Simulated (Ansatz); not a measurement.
# Fitting and testing ρ(T) of TaAgPt in the AlB2 type

Wanted: a compact model of ρ(T) for TaAgPt in the AlB2 type and a check of it.

The resistivities were computed with Ansatz 0.2.0 (DFT PBE, scalar-relativistic, plane waves, PAW; PAW set soft_1) from the linearised Boltzmann equation with harmonic phonons, on q 3×3×3, k 9×9×9, scattering 12×12×16; the fit below is done by hand on them.

The structure was built from a prototype and need not be the compound's stable phase.

### Step 1. The data

Symmetry: P-6m2, No. 187, hexagonal system. The conventional cell has a = 4.572 Å, b = 4.572 Å, c = 2.768 Å, α = 90.00°, β = 90.00°, γ = 120.00°. Ta on site a is surrounded by 2 Ta at 2.77 Å and 6 Pt at 2.98 Å and 6 Ag at 2.98 Å. Ag on site d has 3 Pt at 2.64 Å and 2 Ag at 2.77 Å and 6 Ta at 2.98 Å as nearest neighbours. Around Pt on site f lie 3 Ag at 2.64 Å and 2 Pt at 2.77 Å and 6 Ta at 2.98 Å.

This is the relaxed cell of the run, from steps not shown here.

The mean resistivity of the three axes from 50 to 800 K, with one row held back; the colder rows stay outside the fit and test it at the end:

```tsv
T (K)	ρ (μΩ cm)
50	3.046
77	6.25
100	8.897
150	14.40
200	19.75
300	30.38
400	?
600	62.38
800	83.15
```

No spin–orbit coupling, which matters for Pt and Ta. The structure is a hand-built model.

### Step 2. Model and fit

Bloch and Grüneisen's form is ρ(T) = A (T/Θ)⁵ J₅(Θ/T), with J₅(z) the integral of x⁵/((eˣ − 1)(1 − e⁻ˣ)) from 0 to z. It goes as T⁵ far below Θ and as A T/(4Θ) far above. For a trial Θ the best A is the geometric mean of ρ/[(T/Θ)⁵ J₅] over the rows, and the scatter of that ratio measures the fit:

```tsv
Θ (K)	A (μΩ cm)	scatter (%)
98	37.32	10.4
130	51.32	5.8
146	58.86	3.1
162	66.83	0.7
178	75.29	3.2
202	88.97	8.3
244	116.3	17.9
```

The scatter is least at Θ = 162 K, with A = 66.83 μΩ cm (0.7 % r.m.s.).

```tsv
T (K)	computed	fit
50	3.046	3.032
77	6.25	6.273
100	8.897	8.947
150	14.40	14.51
200	19.75	19.89
300	30.38	30.45
600	62.38	61.63
800	83.15	82.32
```

### Step 3. Prediction and check

At T = 400 K, Θ/T = 0.405, J₅ = 0.006665 and (T/Θ)⁵ = 91.78, so the fit gives 40.88 μΩ cm. The computed value is 41.08 μΩ cm: the fit is off by -0.47 %. Outside its range, at 20 K, it gives 0.197 against 0.260 μΩ cm computed, 0.76 times that; at that temperature the run's own test moves by 8 % between meshes in the component that moves most. Among the rows used, the largest miss is -1.2 %, at 600 K.

### Step 4. What the two numbers mean

Θ = 162 K is 1.52 times ħω_log/k_B (107 K) and 0.50 of the highest phonon frequency (326 K). The high-temperature slope of the fit, A/(4Θ), is 0.103 μΩ cm/K. The same slope from the run's transport coupling and plasma energy, 2π k_B λ_tr/(ħ ε₀ ω_p²) with λ_tr = 0.714, 0.714, 0.924 (xx, yy, zz) and ħω_p = 4.87, 4.87, 6.99 (xx, yy, zz) eV, is 0.106 μΩ cm/K in the mean of the axes, +2.9 % from it. For comparison, the computed rows rise by 0.104 μΩ cm/K between the two hottest.

### Step 5. What came out

* Θ: 162 K
* A: 66.83 μΩ cm
* scatter of the fit: 0.7 %
* held-back row at 400 K, fit against computed: 40.88 against 41.08 μΩ cm

In words: Two numbers, Θ = 162 K and A = 66.8 μΩ cm, hold the computed ρ(T) from 50 to 800 K within 0.73 % r.m.s. and predict the held-back row within 0.47 %. At 20 K, outside the rows fitted, it gives 0.76 times the computed value. The mean hides an anisotropy: at 300 K the components are 35.2, 35.2, 20.8 (xx, yy, zz) μΩ cm. Spin–orbit coupling is left out. The fit describes the calculation: impurities, thermal expansion, changes of phase and anharmonicity are in neither.

[Logs are printed without paths, hosts, clocks, repeated set-up lines and the standing remarks that a program may print on its own settings, such as how far it seeks lower states.]

[Hosts, paths, dates, database ids (printed as entryN), source tags and the programs' standing remarks are cut or masked in the printed files.]
